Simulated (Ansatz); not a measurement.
# CdAgCl3 (model cell, started as cubic perovskite with Cd in the octahedra): following an unstable mode, part 2 of 3

Which phase does CdAgCl3 (model cell, started as cubic perovskite with Cd in the octahedra) fall into along its unstable mode, and how much energy does it gain?

Ansatz 0.2.0; DFT PBEsol, scalar-relativistic, plane waves, PAW.

So far, highest frequency on the path or at a solved wavevector (cm⁻¹): step 2 (the dispersion) 336. Also lowest frequency on the path (cm⁻¹): step 2 -126.

The structure was built from a prototype and need not be the compound's stable phase.

### 6. Relaxation from the frozen mode

Starting from the lowest point found, all atoms and the cell are let go, so that strain and other modes of the same symmetry can join in.

Contents of input.yaml:

```yaml
crystal:
  lattice:
    - [5.0585249677, 0.0, 0.0]
    - [0.0, 5.0585249677, 0.0]
    - [0.0, 0.0, 5.0585249677]
  atoms:
    - { symbol: Ag, position: [0.0628199053, -0.0628199053, -0.0628199053] }
    - { symbol: Cd, position: [0.4983316714, 0.5016683286, 0.5016683286] }
    - { symbol: Cl, position: [0.4174146146, 0.5825853854, 0.0206889366] }
    - { symbol: Cl, position: [0.4174146146, 0.0206889366, 0.5825853854] }
    - { symbol: Cl, position: [-0.0206889366, 0.5825853854, 0.5825853854] }
kpoints:
  mp_grid: { grid: [6, 6, 6] }
hamiltonian:
  xc: pbesol
scf:
  occupations: { method: fixed }
output:
  forces: true
  stress: true
  eigenvalues: true
relax:
  adjacent_minimum: "off"
  f_tol: 0.002
  max_steps: 120
  cell: { stress_tol: 0.03 }
```

Started as:

```sh
$ ansatz run input.yaml --threads 8 --pin off --max-ram 14336MiB --backend cpu --events-out ev --progress --plain --runs-dir out
```

Numbers of over 12 decimals in the logs are rounded to 6 here.

What it wrote:

```text
[...]
Crystal: 5 atoms, lattice volume = 129.441 Å³
Basis set: ecut = 420 eV, 2517 PW (Γ), exchange–correlation on 72×72×72 points (8 copies of the dense FFT grid, shifted against one another)
Bands: 36, of which v1, the nominal top of the filled ones, is band 30 counted from 1 (29 counted from 0)
Symmetry: 6 space group operations
[...]
k-points: 32 of 216 (time reversal used)
[...]
SCF iter   1: F=—  HF=-18891.475106 eV  |F-HF|=—  |Δ(HF+E_count)|=         —  Δρ=5.47e-3  dr2=4.23e-2  ethr=1.77e-3  ⟨swp⟩=4.9  Hψ=3985  notcnv=0  defer=127
[...]
SCF iter   7: F=-18891.462794 eV  HF=-18891.462794 eV  |F-HF|=5.08e-8  |Δ(HF+E_count)|=   7.16e-7  Δρ=7.08e-6  dr2=9.88e-8  ethr=1.67e-10  ⟨swp⟩=9.8  Hψ=6492  notcnv=0
SCF 1 converged in 7 iterations: F = -18891.462794 eV  dr2 = 9.88e-8
[...]
relax step   1: F+E_penalty+E_count = -18891.46279389 eV  Δ(F+E_penalty+E_count) = +0.000e0 eV  max|allowed force component| = 6.291e-1 eV/Å  Δτ_max = 0.0000 Å  P = +2.179 GPa  Ω = 129.441 Å³  (7 SCF iters, dr2 threshold 1.00e-7 eV, accepted)
Crystal: 5 atoms, lattice volume = 140.797 Å³
Basis set: ecut = 420 eV, 2751 PW (Γ), exchange–correlation on 72×72×72 points (8 copies of the dense FFT grid, shifted against one another)
[...]
iter 1 solved again at ethr=1.06e-3 eV; its pass at ethr=3.10e-3 eV (dr2=6.36e-1 eV) is discarded
[...]
SCF iter   8: F=-18891.664985 eV  HF=-18891.664985 eV  |F-HF|=2.63e-7  |Δ(HF+E_count)|=   1.56e-6  Δρ=1.17e-5  dr2=2.49e-7  ethr=8.33e-10  ⟨swp⟩=10.7  Hψ=5571  notcnv=0
SCF 2 converged in 8 iterations: F = -18891.664985 eV  dr2 = 2.49e-7
relax step   2: F+E_penalty+E_count = -18891.66498485 eV  Δ(F+E_penalty+E_count) = -2.022e-1 eV  max|allowed force component| = 3.526e-1 eV/Å  Δτ_max = 0.1954 Å  P = -0.245 GPa  Ω = 140.797 Å³  energy of the carried Pulay correction = -1.281e-3 eV  (8 SCF iters, dr2 threshold 5.00e-7 eV, accepted)
Crystal: 5 atoms, lattice volume = 140.493 Å³
Basis set: ecut = 420 eV, 2775 PW (Γ), exchange–correlation on 72×72×72 points (8 copies of the dense FFT grid, shifted against one another)
[...]
SCF iter   6: F=-18891.701177 eV  HF=-18891.701177 eV  |F-HF|=2.54e-7  |Δ(HF+E_count)|=   1.55e-6  Δρ=9.49e-6  dr2=2.35e-7  ethr=8.33e-10  ⟨swp⟩=10.2  Hψ=5366  notcnv=0
SCF 3 converged in 6 iterations: F = -18891.701177 eV  dr2 = 2.35e-7
relax step   3: F+E_penalty+E_count = -18891.70117694 eV  Δ(F+E_penalty+E_count) = -3.619e-2 eV  max|allowed force component| = 1.913e-1 eV/Å  Δτ_max = 0.0312 Å  P = +0.006 GPa  Ω = 140.493 Å³  energy of the carried Pulay correction = -1.248e-3 eV  (6 SCF iters, dr2 threshold 5.00e-7 eV, accepted)
[...]
relax step   4: F+E_penalty+E_count = -18891.72440356 eV  Δ(F+E_penalty+E_count) = -2.323e-2 eV  max|allowed force component| = 7.289e-2 eV/Å  Δτ_max = 0.0862 Å  P = +0.244 GPa  Ω = 141.644 Å³  energy of the carried Pulay correction = -1.372e-3 eV  (6 SCF iters, dr2 threshold 5.00e-7 eV, accepted)
[...]
relax step   5: F+E_penalty+E_count = -18891.73082169 eV  Δ(F+E_penalty+E_count) = -6.418e-3 eV  max|allowed force component| = 3.989e-2 eV/Å  Δτ_max = 0.0443 Å  P = +0.055 GPa  Ω = 142.658 Å³  energy of the carried Pulay correction = -1.480e-3 eV  (6 SCF iters, dr2 threshold 3.32e-7 eV, accepted)
[...]
relax step   6: F+E_penalty+E_count = -18891.73256632 eV  Δ(F+E_penalty+E_count) = -1.745e-3 eV  max|allowed force component| = 2.026e-2 eV/Å  Δτ_max = 0.0577 Å  P = +0.355 GPa  Ω = 140.893 Å³  energy of the carried Pulay correction = -1.291e-3 eV  (7 SCF iters, dr2 threshold 9.95e-8 eV, accepted)
[...]
relax step   7: F+E_penalty+E_count = -18891.73406968 eV  Δ(F+E_penalty+E_count) = -1.503e-3 eV  max|allowed force component| = 5.267e-3 eV/Å  Δτ_max = 0.0057 Å  P = -0.041 GPa  Ω = 142.658 Å³  energy of the carried Pulay correction = -1.481e-3 eV  (6 SCF iters, dr2 threshold 3.71e-7 eV, accepted)
[...]
relax step   8: F+E_penalty+E_count = -18891.73413780 eV  Δ(F+E_penalty+E_count) = -6.813e-5 eV  max|allowed force component| = 1.148e-3 eV/Å  Δτ_max = 0.0016 Å  P = +0.006 GPa  Ω = 142.507 Å³  energy of the carried Pulay correction = -1.464e-3 eV  (5 SCF iters, dr2 threshold 7.29e-9 eV, accepted)
[...]
SCF iter   7: F=-18891.735310 eV  HF=-18891.735310 eV  |F-HF|=1.46e-11  |Δ(HF+E_count)|=  2.29e-10  Δρ=5.07e-8  dr2=5.11e-12  ethr=1.00e-12  ⟨swp⟩=13.2  Hψ=6983  notcnv=0
SCF 9 converged in 7 iterations: F = -18891.735310 eV  dr2 = 5.11e-12
relax step   9: F+E_penalty+E_count = -18891.73530976 eV  Δ(F+E_penalty+E_count) = -1.172e-3 eV  max|allowed force component| = 1.103e-3 eV/Å  Δτ_max = 0.0000 Å  P = -0.001 GPa  Ω = 142.507 Å³  stress off target by 6.45e-3 GPa  SCF on the basis re-selected at this cell (its energy is not comparable with the rows above)  (7 SCF iters)
basis re-selected at this cell: Δ(F+E_penalty+E_count) = -1.172e-3 eV, ΔP = -0.006 GPa vs the last step (what re-selecting the basis moved, of the pressure what is left beyond the Pulay correction that the steps carried, after the strain that the cell walked since its last selection, with what the two solves' SCF thresholds leave and, on support functions, any second-order correction that the steps lacked; it is no m [...]
SCF converged after 7 iterations
Free energy (F): -18891.735310 eV
[...]
Internal energy: -18891.735310 eV  (E = F + TS)
E sigma→0 (E₀):  -18891.735310 eV
Fermi energy:    3.458647 eV
[...]
--- Forces (eV/Å), atoms counted from 1 ---
  atom   1  Ag    -0.00110312     0.00110312     0.00110312
  atom   2  Cd    -0.00023143     0.00023143     0.00023143
  atom   3  Cl     0.00018205    -0.00018205    -0.00097085
  atom   4  Cl     0.00018205    -0.00097085    -0.00018205
  atom   5  Cl     0.00097085    -0.00018205    -0.00018205
  max |Σ_I F_I| component: 3.86e-7 eV/Å
--- Stress (GPa, compression-positive) ---
       -0.000623      -0.003538      -0.003538
       -0.003538      -0.000623       0.003538
       -0.003538       0.003538      -0.000623
  P = ⅓ Tr σ = -0.0006 GPa (-0.006 kbar)
--- Band table (eV; the first three rows and the last of 32) ---
  k-point 0: bands = [... 26 lower, 2.5186, 2.5186, 3.1958, 3.1958, 4.5657, 6.0852, 10.5864, 10.5864, ... 2 higher]
  k-point 1: bands = [... 26 lower, 2.4519, 2.5321, 3.1438, 3.1790, 5.1254, 6.3048, 10.3861, 10.8074, ... 2 higher]
  k-point 2: bands = [... 26 lower, 2.3799, 2.5751, 3.0546, 3.1496, 6.3243, 6.8156, 9.8421, 11.2447, ... 2 higher]
  k-point 31: bands = [... 26 lower, 2.8436, 2.8436, 3.4586, 3.4586, 6.8099, 8.8323, 9.2748, 9.2748, ... 2 higher]
--- Relaxed structure (8 steps of the walk, 8 accepted, 1 SCFs on fresh bases) ---
  F+E_penalty+E_count = -18891.73530976 eV   max|allowed force component| = 1.103e-3 eV/Å   (the final SCF, on the basis selected at the relaxed cell)
  cell:  # Å, volume = 142.5069 Å³
    - [5.223516372594, -0.033410, -0.033410]
    - [-0.033410, 5.223516372594, 0.033410]
    - [-0.033410, 0.033410, 5.223516372594]
  atoms:
    - { symbol: Ag, position: [0.104819, -0.104819, -0.104819] }
    - { symbol: Cd, position: [0.458032, 0.541968, 0.541968] }
    - { symbol: Cl, position: [0.433669, 0.566331, 0.054896] }
    - { symbol: Cl, position: [0.433669, 0.054896, 0.566331] }
    - { symbol: Cl, position: [-0.054896, 0.566331, 0.566331] }
```

Wall time 16 s (8 threads of Arm Neoverse V2, shared host); peak memory 0.61 GiB.

Relaxation path:

```
step  energy less that of the first step (eV)  largest force component (eV/Å)  pressure (GPa)  volume (Å³)
   1                                   0.0000                          0.6291            2.18       129.44
   2                                  -0.2022                          0.3526           -0.24       140.80
   3                                  -0.2384                          0.1913            0.01       140.49
   4                                  -0.2616                          0.0729            0.24       141.64
   5                                  -0.2680                          0.0399            0.05       142.66
   6                                  -0.2698                          0.0203            0.36       140.89
   7                                  -0.2713                          0.0053           -0.04       142.66
   8                                  -0.2713                          0.0011            0.01       142.51
  9*                                  -0.2725                          0.0011            0.00       142.51
```

Relaxation steps marked * repeat the geometry before them on a plane-wave basis chosen anew for their cell, so energy and pressure can jump there.

The run keeps the 6 symmetry operations that it works with, so distortions that break them were not tested.

```
conventional cell, symmetrised  before  after   change
                         a (Å)   7.154  7.340   +2.6 %
                         b (Å)   7.154  7.340   +2.6 %
                         c (Å)   8.762  9.163   +4.6 %
              volume (Å³/atom)   25.89  28.50  +10.1 %
```

The atoms that moved most (Å, as changes of fractional coordinates times the final cell):

```
atom      dx      dy      dz  length
 Ag1   0.222  -0.222  -0.222   0.385
 Cd2  -0.213   0.213   0.213   0.369
 Cl4   0.084   0.178  -0.084   0.214
 Cl5  -0.178  -0.084  -0.084   0.214
 Cl3   0.084  -0.084   0.178   0.214
```

The relaxed structure:

```xyz
5
Lattice="5.2235 -0.0334 -0.0334 -0.0334 5.2235 0.0334 -0.0334 0.0334 5.2235" Properties=species:S:1:pos:R:3 pbc="T T T"
Ag    0.5545   -0.5545   -0.5545
Cd    2.3563    2.8338    2.8338
Cl    2.2445    2.9456    0.2912
Cl    2.2445    0.2912    2.9456
Cl   -0.3246    2.9790    2.9790
```

Numbers from this step:

- pressure: -6.23e-4 GPa
- gap on the k-mesh: 1.107 eV
- volume per atom: 28.50 Å³

The distorted start has space group R3m; the relaxation ends in R3m.

### 7. The new phase in its own primitive cell

The relaxed structure is symmetrised, reduced to its primitive cell and relaxed tightly, as its phonons need.

Contents of input.yaml:

```yaml
crystal:
  lattice:
    - [3.6699594533, 2.1188520783, 3.05437706]
    - [-3.6699594533, 2.1188520783, 3.05437706]
    - [0.0, -4.2377041566, 3.05437706]
  atoms:
    - { symbol: Ag, position: [0.1048187731, 0.1048187731, 0.1048187731] }
    - { symbol: Cd, position: [0.4580316554, 0.4580316554, 0.4580316554] }
    - { symbol: Cl, position: [0.4336689552, 0.9451035303, 0.4336689552] }
    - { symbol: Cl, position: [0.9451035303, 0.4336689552, 0.4336689552] }
    - { symbol: Cl, position: [0.4336689552, 0.4336689552, 0.9451035303] }
kpoints:
  mp_grid: { grid: [6, 6, 6] }
hamiltonian:
  xc: pbesol
scf:
  occupations: { method: fixed }
output:
  forces: true
  stress: true
  eigenvalues: true
relax:
  adjacent_minimum: "off"
  f_tol: 0.001
  max_steps: 60
  cell: { stress_tol: 0.01 }
```

What it wrote:

```text
[...]
Crystal: 5 atoms, lattice volume = 142.507 Å³
Basis set: ecut = 420 eV, 2813 PW (Γ), exchange–correlation on 72×72×72 points (8 copies of the dense FFT grid, shifted against one another)
Bands: 36, of which v1, the nominal top of the filled ones, is band 30 counted from 1 (29 counted from 0)
Symmetry: 6 space group operations
[...]
k-points: 32 of 216 (time reversal used)
[...]
cell:  # Å, volume = 142.4551 Å³
    - [3.668697, 2.118123, 3.055369]
    - [-3.668697, 2.118123, 3.055369]
    - [0, -4.236247, 3.055369]
  atoms:
    - { symbol: Ag, position: [0.104566, 0.104566, 0.104566] }
    - { symbol: Cd, position: [0.458133, 0.458133, 0.458133] }
    - { symbol: Cl, position: [0.433660, 0.945272, 0.433660] }
    - { symbol: Cl, position: [0.945272, 0.433660, 0.433660] }
    - { symbol: Cl, position: [0.433660, 0.433660, 0.945272] }
[key lines of the parts left out:]
SCF converged after 6 iterations
Free energy (F): -18891.735314 eV
Fermi energy:    3.462006 eV
P = ⅓ Tr σ = -0.0022 GPa (-0.022 kbar)
```

Elapsed: 7.2 s, on 8 threads; peak memory 0.62 GiB; 52 s of CPU time.

Little changed from the start: no atom moved by 0.005 Å and no cell edge by 0.1 %.

This step gave:

```
pressure           : -0.002198 GPa
gap on the k-mesh  : 1.109 eV
volume per atom    : 28.49 Å³
direct gap on mesh : 1.371 eV
```

The largest force component left is 0.75 meV/Å and the pressure is -0.002 GPa, within the tolerances set. The cell now holds 28.49 Å³/atom.

[end of part 2 of 3]

[Logs are printed without paths, hosts, clocks, repeated set-up lines and the standing remarks that a program may print on its own settings, such as how far it seeks lower states.]

[Hosts, paths, dates, database ids (printed as entryN), source tags and the programs' standing remarks are cut or masked in the printed files.]
